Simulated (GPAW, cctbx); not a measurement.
## Ag2SnI6: what bonding does to one electron reflection, worked out

Ag2SnI6, Fm-3m (no. 225), a = 11.3856 Å, b = 11.3856 Å, c = 11.3856 Å, α = 90.00°, β = 90.00°, γ = 90.00°.

| atom | mult. | x | y | z |
| --- | --- | --- | --- | --- |
| I1 | 24 | 0 | 0 | 0.7482 |
| Sn1 | 4 | 0 | 0 | 0 |
| Ag1 | 8 | 1/4 | 1/4 | 3/4 |

The start was made by putting kin elements into a known structure type; the compound need not exist, or be stable, in this form.

A DFT run (GPAW, PBE, 450 eV, 3×3×3 k-points, Fermi–Dirac width 0.05 eV) gives the static X-ray structure factor of 020 as 232.564 e for the conventional cell; superposed free atoms give 231.201 e. **Problem.** Find the Fourier component V of the crystal potential and the two-beam extinction distance at 300 kV in both cases.

### 1. Geometry

The cell volume is Ω = 1475.92 Å³ and d(020) = 5.6928 Å, so g = 1/d = 0.1757 Å⁻¹.

### 2. The nuclei

Electrons feel nuclei as well as electrons, so the nuclear charges are summed with the same phases.

Phase sums Σ exp(2πi h·x), turned so that the total is real and positive: I +8.002, Sn +4.000, Ag -8.000. Then F_Z = 53 × (+8.002) + 50 × (+4.000) + 47 × (-8.000) = 248.10 e. The electron term has the same sign for this reflection.

### 3. Mott–Bethe

Poisson's equation, term by term, gives V = (e/4πε₀)(F_Z − F)/(πΩg²), with e/4πε₀ = 14.3996 V Å.

The prefactor is 14.3996 × 5.6928²/(π × 1475.92) = 0.10064 V per electron. Free atoms: (248.10 − 231.201) × 0.10064 = 1.701 V. Crystal: (248.10 − 232.564) × 0.10064 = 1.564 V. F changes by +0.59 % and V by -8.1 %: the same 1.36 e is measured against F_Z − F = 16.9 e in place of F = 231.2 e.

### 4. Extinction distance

In the two-beam case ξ = 1/(λU) with U = 2γm₀eV/h², that is ξ = 150.41 V Å²/(γλV).

At 300 kV, λ = 0.01969 Å and γ = 1.5871. Free atoms: ξ = 2830 Å. Crystal: ξ = 3078 Å. The thickness fringes go as sin²(πt/ξ), so the two patterns slip by a quarter of a period when t|1/ξ₁ − 1/ξ₀| = 1/4, at t ≈ 877 nm, thicker than usual samples. Thermal motion, absorption and many-beam coupling, left out here, change a real pattern.

### 5. Answer

V(020) is 1.56 V against 1.70 V, and ξ is 3078 against 2830 Å. Limits: static atoms, two beams.
